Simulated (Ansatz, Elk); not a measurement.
# Bonding as seen by X-rays: Li2AlW2

Structure refinements treat a crystal as free atoms side by side. For a made-up structure of Li2AlW2 (cell and positions from a PBEsol relaxation) the runs below show what the calculated density changes in F(hkl).

Main program and level: Elk 11.2.3 (patched build); DFT, PBE, all-electron APW+lo, Dirac cores, scalar-relativistic bands, static density, no spin.

This account leaves out most program logs.

The structure was built from a prototype and need not be the compound's stable phase.

### Step 1. Starting point

Symmetry: C2/m, No. 12, monoclinic system. The conventional cell has a = 13.053 Å, b = 4.359 Å, c = 2.650 Å, α = 90.00°, β = 90.05°, γ = 90.00°. Nearest to W lie 3 W at 2.46 to 2.65 Å and 4 Al at 2.75 to 2.91 Å and 5 Li at 2.82 to 2.95 Å. Nearest to Al lie 2 Al at 2.65 Å and 2 Li at 2.66 Å and 8 W at 2.75 to 2.91 Å. Nearest to Li lie 4 Li at 2.55 to 2.65 Å and 1 Al at 2.66 Å and 1 W at 2.82 Å. Farther neighbours are not listed.

### Step 2. Ground state and structure factors

An all-electron density is needed, since X-rays see the cores too. Task 0 finds the density and task 195 Fourier-transforms it; tshift is off so that phases refer to the origin typed.

File elk.in:

```
tasks
  0
  195

xctype
  20

spinpol
  .false.

rgkmax
  7.0

gmaxvr
  14.0

lmaxo
  7

lmaxapw
  8

swidth
  0.002

tshift
  .false.

ramdisk
  .false.

hmaxvr
  5.5

maxscl
  120

epspot
  1e-06

sppath
  './'

avec
  12.33366126435 -4.11901368432 0.04540387979
  12.33366126435 4.11901368432 0.04540387979
  -0.01431168526 0.00000000000 5.00816528914

atoms
  3
  'W.in'
  2
  0.5931587995 0.5931587995 0.4333581997   0.000000 0.000000 0.000000
  0.4068412005 0.4068412005 0.5666418003   0.000000 0.000000 0.000000
  'Al.in'
  1
  -0.0000000000 -0.0000000000 -0.0000000000   0.000000 0.000000 0.000000
  'Li.in'
  2
  0.2028079113 0.2028079113 0.9138893561   0.000000 0.000000 0.000000
  0.7971920887 0.7971920887 0.0861106439   0.000000 0.000000 0.000000

ngridk
  6 6 8
```

Run with:

```bash
OMP_NUM_THREADS=4 elk
```

Wall time 67 s (4 threads of Intel Xeon Platinum 8375C at 2.90GHz (Ice Lake), shared host); peak memory 0.23 GiB; 3.9 min of CPU time.

SFACRHO.OUT:

```text

h k l indices transformed by vhmat matrix:
   1.000000000       0.000000000       0.000000000    
   0.000000000       1.000000000       0.000000000    
   0.000000000       0.000000000       1.000000000    

      h      k      l  multipl.   |H|            Re(F)            Im(F)           |F|

      0      0      0      1   0.0000000       167.00000      0.11038832E-15   167.00000    
      1      1      0      2  0.50943063       63.358451     -0.21737268E-13   63.358451    
      1      0      0      4  0.80411375      -101.97466      0.28026732E-13   101.97466    
     -2     -2      0      2   1.0188613      -80.208786     -0.78563122E-13   80.208786    
      1      2      0      4   1.0796472       30.785653     -0.81652683E-14   30.785653    
      0      0     -1      2   1.2545835      -102.80801      -0.0000000       102.80801    
      1      1      1      2   1.3536789      -83.110341      0.42371122E-13   83.110341    
      1      1     -1      2   1.3544564       7.6189199     -0.77514878E-14   7.6189199    
     -3     -2      0      4   1.4844919       130.51019      0.10449337E-12   130.51019    
     -1      0     -1      4   1.4899840       130.61851      0.26261268E-13   130.61851    
      0      1     -1      4   1.4903373       73.019385     -0.28688780E-13   73.019385    
     -1      1      0      2   1.5254102       132.47734      0.67313011E-15   132.47734    
     -3     -3      0      2   1.5282919      -102.77999     -0.96438439E-13   102.77999    
      2      0      0      4   1.6082275       52.058929     -0.21957951E-13   52.058929    
     -2     -2     -1      2   1.6155348       48.487284      0.21626927E-13   48.487284    
     -2     -2      1      2   1.6168376       120.87311      0.94341951E-13   120.87311    
      2      1      1      4   1.6547020       32.558554     -0.21764854E-13   32.558554    
      1      2     -1      4   1.6556561      -59.347904      0.62673951E-13   59.347904
```

Elk indexes on the primitive cell of elk.in and gives |H| = 4π sin θ/λ in inverse bohr. Below, one row stands for each form hkl of the conventional cell (m members, Friedel mates merged), F is for one primitive cell and the density is static (no thermal factor). Free-atom factors are Waasmaier and Kirfel's, and R is Σm||F|−|F'||/Σm|F|.

| hkl | m | sin θ/λ (Å⁻¹) | abs F, DFT | neutral atoms | diff. |
| --- | --- | --- | --- | --- | --- |
| 200 | 2 | 0.077 | 63.358 | 63.376 | -0.018 |
| 110 | 4 | 0.121 | 101.975 | 101.956 | +0.019 |
| 400 | 2 | 0.153 | 80.209 | 80.401 | -0.192 |
| 310 | 4 | 0.162 | 30.786 | 30.955 | -0.169 |
| 001 | 2 | 0.189 | 102.808 | 103.294 | -0.486 |
| 2 0 -1 | 2 | 0.204 | 83.110 | 83.269 | -0.159 |
| 201 | 2 | 0.204 | 7.619 | 7.956 | -0.337 |
| 510 | 4 | 0.223 | 130.510 | 131.062 | -0.552 |
| 1 1 -1 | 4 | 0.224 | 130.619 | 131.195 | -0.576 |
| 111 | 4 | 0.224 | 73.019 | 73.254 | -0.234 |
| 020 | 2 | 0.229 | 132.477 | 132.900 | -0.423 |
| 600 | 2 | 0.230 | 102.780 | 103.153 | -0.373 |
| 220 | 4 | 0.242 | 52.059 | 52.229 | -0.170 |
| 4 0 -1 | 2 | 0.243 | 48.487 | 49.028 | -0.541 |
| 401 | 2 | 0.243 | 120.873 | 121.533 | -0.660 |
| 3 1 -1 | 4 | 0.249 | 32.559 | 32.586 | -0.027 |
| 311 | 4 | 0.249 | 59.348 | 59.703 | -0.355 |
| 420 | 4 | 0.276 | 70.318 | 70.366 | -0.049 |

### Step 3. The highest occupied states alone

An energy window below the Fermi level keeps the highest occupied states, to see at which angles they scatter; shallow core shells can lie inside it and anion s states outside. No new self-consistency is needed.

Changes to elk.in since step 2:

```diff
@@ -1,3 +1,2 @@
 tasks
-  0
   195
@@ -40,2 +39,5 @@
 
+wsfac
+  -0.248420 0.602820
+
 sppath
```

Run with:

```bash
OMP_NUM_THREADS=4 elk
```

Wall time 7.2 s (4 threads); peak memory 0.17 GiB.

States within 15 eV below the Fermi level hold 17.00 electrons; any levels below the window count with the cores. Their amplitudes can exceed the total, where window and core parts have opposite phase:

| hkl | sin θ/λ (Å⁻¹) | abs F, window | abs F, all |
| --- | --- | --- | --- |
| 200 | 0.077 | 4.613 | 63.358 |
| 110 | 0.121 | 3.706 | 101.975 |
| 400 | 0.153 | 1.971 | 80.209 |
| 310 | 0.162 | 0.975 | 30.786 |
| 001 | 0.189 | 1.537 | 102.808 |
| 2 0 -1 | 0.204 | 1.141 | 83.110 |
| 201 | 0.204 | 0.113 | 7.619 |
| 510 | 0.223 | 1.003 | 130.510 |
| 1 1 -1 | 0.224 | 0.966 | 130.619 |
| 111 | 0.224 | 0.643 | 73.019 |

### Step 4. Another functional

The difference from free atoms is small, so it is set against the change that LDA (Perdew-Wang) makes.

Changes to elk.in since step 3:

```diff
@@ -1,2 +1,3 @@
 tasks
+  0
   195
@@ -4,3 +5,3 @@
 xctype
-  20
+  3
 
@@ -39,5 +40,2 @@
 
-wsfac
-  -0.248420 0.602820
-
 sppath
```

Run with:

```bash
OMP_NUM_THREADS=4 elk
```

The job ended after 42 s (4 threads; peak memory 0.17 GiB).

Against the first run R = 0.03 %; the largest change is -0.065 at 10 0 0.

### Step 5. Basis size

A smaller basis shows how fast F responds to it; the change is likely larger than the basis error of the first run, but doesn't show convergence.

Changes to elk.in since step 4:

```diff
@@ -5,3 +5,3 @@
 xctype
-  3
+  20
 
@@ -11,3 +11,3 @@
 rgkmax
-  7.0
+  5.5
```

Run with:

```bash
OMP_NUM_THREADS=4 elk
```

Wall time 53 s (4 threads); peak memory 0.22 GiB; 3 min of CPU time.

Against the first run R = 0.03 %; the largest change is +0.071 at 531.

### Step 6. Settings against the effect

| run | R against the first run (%) | R against neutral atoms, low angle (%) | wall time |
| --- | --- | --- | --- |
| PBE, rgkmax 7 | 0.00 | 0.35 | 67 s |
| LDA (Perdew-Wang) | 0.03 | 0.34 | 42 s |
| rgkmax 5.5 | 0.03 | 0.37 | 53 s |

### Step 7. Summary of results

```
R against neutral atoms, sin θ/λ < 0.3 Å⁻¹ : 0.35 %
R against neutral atoms, 0.3 to 0.59 Å⁻¹   : 0.12 %
```

In words: Independent neutral atoms miss the calculated amplitudes by R = 0.35 % below 0.3 Å⁻¹ and 0.12 % from there to 0.59 Å⁻¹; by shells, 0.02 % below 0.15 Å⁻¹ (2 forms), 0.38 % 0.15 to 0.3 (22 forms), 0.12 % 0.3 to 0.45 (49 forms), 0.12 % above 0.45 (76 forms). Bonding, aspherical density and the tables' own atoms all enter these figures, and the runs don't part them. The largest change of an amplitude is -0.66 electrons, at 401. The window's part falls from 17.0 electrons at the origin to at most 0.22 between 0.45 and 0.59 Å⁻¹. Below 0.3 Å⁻¹ the changes that finished (LDA (Perdew-Wang) and rgkmax 5.5) move F by R = 0.02 % at most, against the 0.35 % that separates it from free atoms. The k-mesh has no finished test. These runs have no spin, though d or f shells may be open. Spin-orbit coupling is left out, which can matter for elements this heavy. Part of the difference isn't bonding: the tables are fits to free atoms and ions calculated by other methods than this functional. Thermal motion, anomalous dispersion and extinction are left out.

[Logs are printed without paths, hosts, clocks, repeated set-up lines and the standing remarks that a program may print on its own settings, such as how far it seeks lower states.]

[Hosts, paths, dates, database ids (printed as entryN), source tags and the programs' standing remarks are cut or masked in the printed files.]
